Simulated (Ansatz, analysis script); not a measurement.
## MnS (Rambergite): turning one moment

Wanted: the stiffness of the order of MnS (Rambergite) against turning one moment and its images, from self-consistent constrained states.

Main program and level: Ansatz 0.2.0; PBEsol with U = 5.2 eV on Mn d, PAW set soft_2 (files made for PBE).

The database entry behind the starting cell differs from later determinations by our own check (about 0.3 % short against later determinations), so it need not match the best structure at ambient conditions.

### 1. The starting structure

The structure is hexagonal, space group P6_3mc (No. 186). Conventional cell: a = 3.976 Å, b = 3.976 Å, c = 6.432 Å, α = 90.00°, β = 90.00°, γ = 120.00°. Nearest to Mn lie 4 S at 2.41 to 2.48 Å. S has 4 Mn at 2.41 to 2.48 Å nearest. Farther neighbours and most contacts between anions are not listed.

The cell of this run holds 4 atoms, 2 of them with a starting moment; values «a cell» refer to the cell of the run in question.

### 2. Starting state

A collinear run comes first: it shows whether moments survive, and how large they are.

input.yaml

```yaml
crystal:
  lattice:
    - [3.976, 0.0, 0.0]
    - [-1.988, 3.4433170054, 0.0]
    - [0.0, 0.0, 6.432]
  atoms:
    - { symbol: Mn, position: [0.3333333333, 0.6666666667, 0.0], spin: 4.5 }
    - { symbol: Mn, position: [0.6666666667, 0.3333333333, 0.5], spin: -4.5 }
    - { symbol: S, position: [0.3333333333, 0.6666666667, 0.385] }
    - { symbol: S, position: [0.6666666667, 0.3333333333, 0.885] }
magnetization:
  spin_polarized: true
kpoints:
  mp_grid: { grid: [5, 5, 3] }
hamiltonian:
  xc: pbesol
  hubbard: { sites: [{ species: Mn, l: d, u_eff: 5.2 }] }
scf:
  occupations: { method: fermi_dirac, width: 0.05 }
  max_iter: 120
  convergence: { dr2_threshold: 1.0e-08 }
```

The run is started by

```console
$ ansatz run input.yaml --threads 2 --pin off --max-ram 5120MiB --backend cpu --events-out ev --progress --plain --runs-dir out
```

Numbers of over 12 decimals in the logs are rounded to 6 here.

The log of the run:

```text
Mn: projections on atomic orbitals take those of the free atom [Ne] 3s2 3p6 3d5 4s2, of charge +0.00 (hamiltonian.pseudopotentials.projection_atoms); the dataset's partial waves leave at most 9.0e-7 of an orbital's norm unspanned inside its sphere
S: projections on atomic orbitals take those of the free atom [Ne] 3s2 3p4, of charge +0.00 (hamiltonian.pseudopotentials.projection_atoms); the dataset's partial waves leave at most 1.6e-7 of an orbital's norm unspanned inside its sphere
Engine: ansatz 0.2.0, aarch64-unknown-linux-gnu
Pseudopotentials: kind: paw
Pseudopotential: Mn, paw, valence charge 15, recommended cutoff 420 eV (normal), Mn.paw.azcp
Pseudopotential: S, paw, valence charge 6, recommended cutoff 420 eV (normal), S.paw.azcp
Functional definition: PBEsol
  exchange = pbesol_x
  correlation = pbesol_c
Crystal: 4 atoms, lattice volume = 88.058 Å³
Basis set: ecut = 420 eV, 1761 PW (Γ)
Bands: 31, of which v1, the nominal top of the filled ones, is band 21 counted from 1 (20 counted from 0)
Symmetry: 6 space group operations
Space group: P3m1 (ITA 156), of the structure as read, at distance tolerance 4.4e-5 Å
Magnetic group: BNS 186.206 (UNI 1436), of the structure as read, at distance tolerance 4.4e-5 Å
k-points: 12 of 75 (time reversal used)
Non-local potential: Mn, projectors of the file, l = 0: 3, l = 1: 2, l = 2: 3, l = 3: 1
Non-local potential: S, projectors of the file, l = 0: 2, l = 1: 2, l = 2: 2
PAW form: soft (Blöchl's): semilocal exchange-correlation on the pseudo side does not see the compensation charge
PAW frozen core: Mn, regenerated for the run's functional, and the local potential with it (the file was generated under x = pbe(κ = 0.804, μ = 0.219515), c = pbe(β = 0.066725))
PAW frozen core: S, regenerated for the run's functional, and the local potential with it (the file was generated under x = pbe(κ = 0.804, μ = 0.219515), c = pbe(β = 0.066725))
PAW one-centre angular grid: Mn, 590 points (default); XC on 64 Gauss nodes
PAW one-centre angular grid: S, 110 points (default); XC on 64 Gauss nodes
Initial density: superposition of atomic densities (chi_scale 0.1, normalization cell, long waves kept (reshape's long-wave potential 0.00 eV rms))
Starting moments: Σ|m| = 9 μB on 2 of 4 sites
Starting magnetic order: altermagnet, g-wave, bulk spin-momentum locking; spin-degenerate planes through Γ normal to [0 0 1], [1 -1 0], [1 2 0], [2 1 0] of the run's lattice
Initial wavefunctions: pseudopotential atomic-orbital guess
Functional: x = pbesol(κ = 0.804, μ = 0.123457), c = pbesol(β = 0.046)
SCF iter   1: F=—  HF=-9507.018745 eV  |F-HF|=—  |Δ(HF+E_count)|=         —  Δρ=4.02e-2 (↑4.02e-2 ↓4.02e-2)  dr2=3.54e0  dr2_m=3.88e-1  M=-0.000 μB ∫|m|=9.592 μB  β_m=1.00  ethr=3.10e-3  ⟨swp⟩=5.5  Hψ=2944  notcnv=0
preconditioner: auto → Resta (q_TF=auto, 2.412 Å⁻¹)  ε∞=5.3  [insulator: Δε(μ)=2.122 eV  Ē_g=9.767 eV  σ=0.050 eV  W_gap=1.00  n_scr=22 (ndim 8)  ℏωp=20.2 eV  f_vac=0.005  D(μ)=0.00/eV (n_scr^D=0)  ε∞_Penn≈5.3]
spin=Collinear: Resta preconditioning applied to the charge; magnetization (m = ρ↑ − ρ↓) channel mixes plain (no charge-response kernel on spin).
SCF iter   2: F=—  HF=-9506.747344 eV  |F-HF|=—  |Δ(HF+E_count)|=   2.71e-1  Δρ=1.53e-2 (↑1.53e-2 ↓1.53e-2)  dr2=8.32e-1  dr2_m=1.98e-2  M=0.000 μB ∫|m|=9.694 μB  β_m=1.00  ethr=3.10e-3  ⟨swp⟩=3.0  Hψ=1556  notcnv=0  defer=86
SCF iter   3: F=—  HF=-9506.800255 eV  |F-HF|=—  |Δ(HF+E_count)|=   5.29e-2  Δρ=6.86e-3 (↑6.86e-3 ↓6.86e-3)  dr2=1.83e-1  dr2_m=4.28e-3  M=-0.000 μB ∫|m|=9.760 μB  β_m=1.00  ethr=1.98e-3  ⟨swp⟩=2.8  Hψ=1164  notcnv=0  defer=86
SCF iter   4: F=—  HF=-9506.888758 eV  |F-HF|=—  |Δ(HF+E_count)|=   8.85e-2  Δρ=2.86e-3 (↑2.86e-3 ↓2.86e-3)  dr2=1.66e-2  dr2_m=1.01e-3  M=-0.000 μB ∫|m|=9.804 μB  β_m=1.00  ethr=4.36e-4  ⟨swp⟩=2.5  Hψ=1411  notcnv=0  defer=58
SCF iter   5: F=—  HF=-9506.945458 eV  |F-HF|=—  |Δ(HF+E_count)|=   5.67e-2  Δρ=1.31e-3 (↑1.31e-3 ↓1.31e-3)  dr2=3.86e-3  dr2_m=1.85e-4  M=-0.000 μB ∫|m|=9.816 μB  β_m=1.00  ethr=3.96e-5  ⟨swp⟩=2.0  Hψ=1132  notcnv=0  defer=58
SCF iter   6: F=—  HF=-9506.967669 eV  |F-HF|=—  |Δ(HF+E_count)|=   2.22e-2  Δρ=5.70e-4 (↑5.70e-4 ↓5.70e-4)  dr2=5.33e-4  dr2_m=2.12e-5  M=0.000 μB ∫|m|=9.820 μB  β_m=1.00  ethr=9.20e-6  ⟨swp⟩=2.1  Hψ=951  notcnv=0  defer=58
SCF iter   7: F=—  HF=-9506.979229 eV  |F-HF|=—  |Δ(HF+E_count)|=   1.16e-2  Δρ=2.15e-4 (↑2.15e-4 ↓2.15e-4)  dr2=1.18e-4  dr2_m=8.35e-6  M=0.000 μB ∫|m|=9.822 μB  β_m=0.30  ethr=1.27e-6  ⟨swp⟩=2.0  Hψ=1364  notcnv=0  defer=58
Mixer restart at iter 7: flushing history
spin-set hold released at iteration 7 (site moments contracting): the magnetisation degrees of freedom join the quasi-Newton model from the next iteration; the mixer history was flushed
SCF iter   8: F=—  HF=-9506.984748 eV  |F-HF|=—  |Δ(HF+E_count)|=   5.52e-3  Δρ=1.68e-4 (↑1.68e-4 ↓1.68e-4)  dr2=6.82e-5  dr2_m=1.84e-6  M=0.000 μB ∫|m|=9.822 μB  β_m=0.65  ethr=2.82e-7  ⟨swp⟩=2.0  Hψ=1166  notcnv=0  defer=58
SCF iter   9: F=—  HF=-9506.990237 eV  |F-HF|=—  |Δ(HF+E_count)|=   5.49e-3  Δρ=1.81e-4 (↑1.81e-4 ↓1.81e-4)  dr2=5.05e-5  dr2_m=8.03e-6  M=0.000 μB ∫|m|=9.823 μB  β_m=0.56  ethr=1.62e-7  ⟨swp⟩=2.0  Hψ=1190  notcnv=0  defer=58
SCF iter  10: F=—  HF=-9506.990221 eV  |F-HF|=—  |Δ(HF+E_count)|=   1.67e-5  Δρ=3.05e-5 (↑3.05e-5 ↓3.05e-5)  dr2=3.03e-6  dr2_m=3.35e-7  M=0.000 μB ∫|m|=9.823 μB  β_m=0.78  ethr=1.20e-7  ⟨swp⟩=2.0  Hψ=1142  notcnv=0  defer=58
SCF iter  11: F=—  HF=-9506.990226 eV  |F-HF|=—  |Δ(HF+E_count)|=   5.20e-6  Δρ=1.58e-5 (↑1.58e-5 ↓1.58e-5)  dr2=1.08e-6  dr2_m=4.13e-8  M=0.000 μB ∫|m|=9.823 μB  β_m=0.89  ethr=7.22e-9  ⟨swp⟩=2.0  Hψ=950  notcnv=0  defer=58
SCF iter  12: F=—  HF=-9506.990228 eV  |F-HF|=—  |Δ(HF+E_count)|=   2.18e-6  Δρ=3.54e-6 (↑3.54e-6 ↓3.54e-6)  dr2=7.15e-8  dr2_m=1.64e-9  M=0.000 μB ∫|m|=9.823 μB  β_m=0.94  ethr=2.56e-9  ⟨swp⟩=2.0  Hψ=978  notcnv=0  defer=58
SCF iter  13: F=-9506.990228 eV  HF=-9506.990228 eV  |F-HF|=5.55e-9  |Δ(HF+E_count)|=   1.27e-7  Δρ=1.82e-6 (↑1.82e-6 ↓1.79e-6)  dr2=7.82e-9  dr2_m=4.13e-10  M=0.000 μB ∫|m|=9.823 μB  ethr=2.38e-11  ⟨swp⟩=1.0  Hψ=1828  notcnv=0
SCF 1 converged in 13 iterations: F = -9506.990228 eV  dr2 = 7.82e-9
  greatest PAW one-centre occupation: 1.003 electrons in one spin orbital (limit 2), on the Mn atom at site 0 (counted from 0), in its partial waves of l = 1
SCF converged after 13 iterations
Magnetization: 0.0000 μB (21.0000 up, 21.0000 down)
Absolute magnetization: 9.8233 μB (∫|ρ↑−ρ↓|, with the PAW one-centre terms)
Spin contamination: 4.9875 ħ² per cell (⟨S²⟩ above its minimum at these occupations)
Per-site moments (μB) at R_I (Å): [(4.333040, 0.994857), (-4.333037, 0.994857), (-0.00989365, 0.994857), (0.00989058, 0.994857)]
Free energy (F): -9506.990228 eV
Harris-Foulkes:  -9506.990228 eV  (|F-HF|=5.55e-9)
Internal energy: -9506.990228 eV  (E = F + TS)
E sigma→0 (E₀):  -9506.990228 eV
Fermi energy:    7.593494 eV
--- Per-component energies (eV) ---
  E_band       = -747.947724
  E_kinetic    = 808.163405
  E_local      = -5597.873425  (includes V_loc(G=0)·N_el)
  E_nonlocal   = 563.713381
  E_hartree    = 2289.700449
  E_xc         = -411.715283
  E_vxc        = -456.521686  (∫ρ·V_xc dr)
  E_hubbard    = 1.411932  (on-site DFT+U / exact-exchange correction)
  E_vhub       = -24.362780  (the Hubbard potential's part of the band-sum identity)
  E_paw        = -3720.325685  (= ΣΔE_a)
  E_vpaw       = -620.459406  (= ΣTr[D̂ρ^β])
  E_aug_tail   = -0.000016  (compensation charges beyond the density's cutoff)
  E_ewald      = -3440.528187
  E_core_change = 0.463199  (= ΣΔE_core)
  E_smearing   = -0.000000  (= −TS)
  E_closure    = 0.000000  (closes the sum)
  Σ components = -9506.990228   (vs F -9506.990228, Δ=0.00e0)
Occupation matrices written to <dir>
```

Wall time 4 s (2 threads of Arm Neoverse V2, shared host); peak memory 0.35 GiB; 7.8 s of CPU time.

Spin moment in the atom's sphere by atom:

```tsv
atom	spin moment in the atom's sphere (μB)
Mn1	4.33
Mn2	-4.33
S3	-0.01
S4	0.01
```

Tables count atoms from 1; parts of the log count from 0.

The run ends antiferromagnetic, with a net moment of 0 μB a cell. Only this order was typed.

### 3. Constrained states

A canted state is in general not stationary, so a lock holds the direction of each moment by a field that the run finds for itself, with a floor under its size so that it cannot collapse. One batch solves all states on one mesh, so that their energies can be subtracted.

The input counts atoms from 0. Atom 1 (Mn) is the turned one, and with it all its lattice images.

input.yaml

```yaml
crystal:
  lattice:
    - [3.976, 0.0, 0.0]
    - [-1.988, 3.4433170054, 0.0]
    - [0.0, 0.0, 6.432]
  atoms:
    - { symbol: Mn, position: [0.3333333333, 0.6666666667, 0.0], spin: 4.33, spin_axis: [0.0, 0.0, 1.0] }
    - { symbol: Mn, position: [0.6666666667, 0.3333333333, 0.5], spin: 4.33, spin_axis: [0.0, 0.0, -1.0] }
    - { symbol: S, position: [0.3333333333, 0.6666666667, 0.385] }
    - { symbol: S, position: [0.6666666667, 0.3333333333, 0.885] }
kpoints:
  mp_grid: { grid: [5, 5, 3] }
hamiltonian:
  xc: pbesol
  hubbard: { sites: [{ species: Mn, l: d, u_eff: 5.2 }] }
  noncollinear_xc: locally_collinear
scf:
  occupations: { method: fermi_dirac, width: 0.05 }
  max_iter: 120
  convergence: { dr2_threshold: 1.0e-08 }
basis:
  ecutwfc: 420.0
magnetization:
  noncollinear: true
magnetic_configurations:
  lock: { kind: ray, floor_fraction: 0.5 }
  seed: rotate
  angular_fan:
    site: 1
    rotation_axis: [0, 1, 0]
    angles_deg: [0, 30, 60, 90, 135, 180]
```

The log of the run:

```text
[...]
Crystal: 4 atoms, lattice volume = 88.058 Å³
Basis set: ecut = 420 eV, 1761 PW (Γ)
Bands: 52, of which v1, the nominal top of the filled ones, is band 42 counted from 1 (41 counted from 0)
[... 1 set-up line as in the run before ...]
k-points: 75 (irreducible under 1 space group operation)
[...]
Starting moments: Σ|m| = 8.66 μB on 2 of 4 sites
[...]
SCF iter   1: F=-9504.773196 eV  HF=-9506.956738 eV  |F-HF|=2.18e0  |Δ(HF+E_count)|=         —  Δρ=6.86e-2  dr2=3.71e0  dr2_m=6.75e-1  ethr=3.10e-3  |M|=2.07e-16 ∫|m|=9.55e0 μB  |m|>n=0.0e0 m-floor=0.0e0 τ_xc=6.5e-33  β_m=0.30  ⟨swp⟩=6.7  Hψ=13442  notcnv=0
[...]
spin=Noncollinear: Resta preconditioning applied to the charge; magnetization (m_x, m_y, m_z) channels mix plain (no charge-response kernel on spin).
SCF iter   2: F=-9506.621818 eV  HF=-9506.655470 eV  |F-HF|=3.37e-2  |Δ(HF+E_count)|=   3.01e-1  Δρ=3.79e-2  dr2=9.18e-1  dr2_m=2.90e-1  ethr=3.10e-3  |M|=9.39e-16 ∫|m|=9.65e0 μB  |m|>n=0.0e0 m-floor=0.0e0 τ_xc=6.1e-33  β_m=0.47  ⟨swp⟩=3.0  Hψ=7340  notcnv=0  defer=154
[...]
SCF iter  10: F=-9506.990228 eV  HF=-9506.990228 eV  |F-HF|=1.95e-9  |Δ(HF+E_count)|=   2.75e-8  Δρ=2.96e-6  dr2=6.45e-9  dr2_m=9.18e-10  ethr=2.38e-11  |M|=2.14e-15 ∫|m|=9.82e0 μB  |m|>n=0.0e0 m-floor=0.0e0 τ_xc=6.4e-33  ⟨swp⟩=11.9  Hψ=14756  notcnv=0
SCF 1 converged in 10 iterations: F = -9506.990228 eV  dr2 = 6.45e-9
[...]
── magnetic configuration reference member: converged ──
── magnetic configuration member 1/6: fan1.0 ──
[...]
Starting moments: Σ|m| = 8.66607 μB on 2 of 4 sites; this step starts from the density that it was given
[...]
eigensolver tolerance schedule: the retry pair's looser diagonalisation over-reported the residual by 7577.18 of it (diagonalisation noise at 0.51 of the residual, at the tolerance the schedule requests for it); recorded, not acted on — ethr = c·dr2/N_el stays at c = 1.0e-1
[...]
SCF 1 converged in 2 iterations: F = -9506.990228 eV  dr2 = 2.68e-9
[...]
── member 1 fan1.0: converged ──
── magnetic configuration member 2/6: fan1.30 ──
Symmetry: 1 space group operations
k-points: 75
[...]
SCF 1 converged in 8 iterations: F = -9506.983100 eV  dr2 = 1.07e-10
── member 2 fan1.30: converged ──
── magnetic configuration member 3/6: fan1.60 ──
[...]
SCF 1 converged in 9 iterations: F = -9506.968208 eV  dr2 = 3.04e-10
── member 3 fan1.60: converged ──
── magnetic configuration member 4/6: fan1.90 ──
[...]
SCF 1 converged in 8 iterations: F = -9506.949348 eV  dr2 = 4.50e-9
── member 4 fan1.90: converged ──
── magnetic configuration member 5/6: fan1.135 ──
[...]
SCF 1 converged in 9 iterations: F = -9506.923703 eV  dr2 = 4.32e-9
── member 5 fan1.135: converged ──
── magnetic configuration member 6/6: fan1.180 ──
[...]
SCF 1 converged in 7 iterations: F = -9506.913283 eV  dr2 = 4.19e-9
── member 6 fan1.180: converged ──
SCF converged after 10 iterations
Stability not checked: this state was not tested for a lower state beside it, because a magnetisation constraint still acts at the end of the SCF (magnetization_constraint; see scf.lower_state_search)
Magnetization: |M| = 0.0000 μB,  M = (+0.0000, +0.0000, +0.0000) μB
Absolute magnetization: 9.8233 μB (∫|m|, with the PAW one-centre terms)
  site 0: m = (+0.0000, +0.0000, +4.3330) μB, |m| = 4.3330 μB  (R = 0.99 Å)
  site 1: m = (+0.0000, +0.0000, -4.3330) μB, |m| = 4.3330 μB  (R = 0.99 Å)
  site 2: m = (+0.0000, +0.0000, -0.0099) μB, |m| = 0.0099 μB  (R = 0.99 Å)
  site 3: m = (+0.0000, +0.0000, +0.0099) μB, |m| = 0.0099 μB  (R = 0.99 Å)
--- Magnetisation constraints (ε_frz = 1.0e-4 eV) ---
  site  kind           target                      achieved (μB)             |Δ|max (μB)  g (eV/μB)                     λ_eff  esc  ok   flags
  0     per_site_axis  ê (+0.000, +0.000, +1.000)  (+0.000, +0.000, +4.333)  1.60e-16     (+3.2e-16, +0.0e0, +0.0e0)    1.000  0    yes
  1     per_site_axis  ê (+0.000, +0.000, -1.000)  (+0.000, +0.000, -4.333)  9.72e-16     (+1.1e-15, +1.9e-15, +0.0e0)  1.000  0    yes
Free energy (F): -9506.990228 eV
[...]
Internal energy: -9506.990228 eV  (E = F + TS)
E sigma→0 (E₀):  -9506.990228 eV
Fermi energy:    7.593518 eV
[...]
--- Hubbard shell moments (per corrected site; Tr N, ν in electrons; μ in μ_B) ---
  shell 0: Tr N=5.2282  μ_S=(+0.0000, -0.0000, +4.7126)  μ_L=(-0.0000, -0.0000, +0.0000)  μ=(-0.0000, -0.0000, +4.7126)  ν=0.0000 along (+0.000, +0.000, +1.000)
  shell 1: Tr N=5.2282  μ_S=(+0.0000, -0.0000, -4.7126)  μ_L=(+0.0000, +0.0000, -0.0000)  μ=(+0.0000, +0.0000, -4.7126)  ν=0.0000 along (-0.000, -0.000, -1.000)
--- Band table (eV; the first three rows and the last of 75) ---
  k-point 0: bands = [... 38 lower, 6.4376, 6.4376, 6.4376, 6.4376, 8.6737, 8.6737, 10.2012, 10.2012, ... 6 higher]
  k-point 1: bands = [... 38 lower, 6.4151, 6.4151, 6.4151, 6.4151, 9.5517, 9.5517, 10.4413, 10.4413, ... 6 higher]
  k-point 2: bands = [... 38 lower, 6.4151, 6.4151, 6.4151, 6.4151, 9.5517, 9.5517, 10.4413, 10.4413, ... 6 higher]
  k-point 74: bands = [... 38 lower, 4.9267, 4.9267, 5.4090, 5.4090, 9.7151, 9.7151, 10.1288, 10.1288, ... 6 higher]
Occupation matrices written to <dir>
--- Magnetic configurations: 6 members + reference (common group order 1, 75 k-points under it; ray lock λ = 1 eV/μ_B², moment radius default, seed rotate, symmetry detected) ---
  F: the free energy, without the constraint's penalty, at the texture the member reached; Δ(F+E_count)@target: (F + electron-count term + first-order target correction) against the reference's — the energy at the target texture, the difference a fit consumes
  member                      status             F (eV) Δ(F+E_count)@target (meV)  max|Δm| μB  max|g| eV/μB  outer  esc   |G|
  reference                converged      -9506.9902280                    +0.000    9.72e-16      1.94e-15      0    0     6
  fan1.0                   converged      -9506.9902280                    -0.000    9.72e-16      1.94e-15      0    0     6
  fan1.30                  converged      -9506.9830999                    +7.154     2.52e-3       5.04e-3      0    0     1
  fan1.60                  converged      -9506.9682081                   +22.080     3.87e-3       7.75e-3      0    0     1
[...]
fan1.135                 converged      -9506.9237034                   +66.558     2.89e-3       5.78e-3      0    0     1
[...]
no lower state was looked for behind 7 of the runs: none is made under a magnetisation constraint held to the close
```

It took 3.9 min on 2 threads; peak memory 0.89 GiB.

The batch gives an energy and a set of moments for each member that converges.

A side run below starts from the input of a single locked state, not from the batch.

### 4. Other settings

A test of how the program answers to a changed input.

input.yaml, the sections that differ from step 3:

```yaml
crystal:
  lattice:
    - [3.976, 0.0, 0.0]
    - [-1.988, 3.4433170054, 0.0]
    - [0.0, 0.0, 6.432]
  atoms:
    - { symbol: Mn, position: [0.3333333333, 0.6666666667, 0.0], spin: 4.33, spin_axis: [0.0, 0.0, 1.0] }
    - { symbol: Mn, position: [0.6666666667, 0.3333333333, 0.5], spin: 4.33, spin_axis: [-0.500011, 0.0, -0.866019] }
    - { symbol: S, position: [0.3333333333, 0.6666666667, 0.385] }
    - { symbol: S, position: [0.6666666667, 0.3333333333, 0.885] }
kpoints:
  mp_grid: { grid: [0, 5, 3] }
magnetization:
  noncollinear: true
  spin_locking: { lock_directions: true }
# hamiltonian, scf, basis: as in step 3
# magnetic_configurations: removed
```

The log of the run:

```text
Error: invalid value for `kpoints.mp_grid.grid`: each dimension must be in 1..=255
```

Elapsed: 0.11 s, on 2 threads; peak memory 0.084 GiB.

The program refused the input before any cycle.

The program's message: “Error: invalid value for `kpoints.mp_grid.grid`: each dimension must be in 1..=255”

The change that led to it: kpoints.mp_grid.grid = [0, 5, 3].

### 5. Energies against angle

All numbers here come from the batch. Energies are free energies plus the run's first-order correction to the targets, less the reference.

```tsv
angle (°)	energy (meV a cell)	turned moment (μB)
0	0.00	4.333
30	7.15	4.336
60	22.08	4.342
90	40.95	4.350
135	66.56	4.362
180	76.95	4.366
```

A fit E(θ) = A (1 − cos θ) + B sin²θ to the 5 turned states whose moment kept its size within 15 % gives A = 38.3 meV and B = 3.19 meV, with an r.m.s. miss of 0.69 meV. A > 0 favours the reference's alignment.

### 6. What came out

- energy at 180°: 76.9 meV a cell
- turned moment: 4.33 μB at 0°, 4.37 μB at 180°
- bilinear term A: 38.3 meV
- biquadratic term B: 3.19 meV

In words: Every turn costs energy, 76.9 meV a cell at 180°, so the antiferromagnetic reference is stable against this one rotation; no orders other than those typed and the 180° state were run. The turned moment keeps its size within 0.77 %. The biquadratic term is not resolved by the fit. With two magnetic atoms a cell and E = −Σ J e·e over ordered pairs, the couplings of one atom to all images of the other sum to -19.1 meV. Spin–orbit coupling is switched off, and couplings of the turned atom to its own lattice images don't enter, since these turn with it. A gradient functional in the locally collinear form can put a small step between collinear and turned states, which the constants then hold.

[Logs and program files are shortened in this print: banners, set-up blocks, solver, clock and traceback lines can be left out without a mark of their own.]

[Logs are printed without paths, hosts, clocks, repeated set-up lines and the standing remarks that a program may print on its own settings, such as how far it seeks lower states.]

[Hosts, paths, dates, database ids (printed as entryN), source tags and the programs' standing remarks are cut or masked in the printed files.]
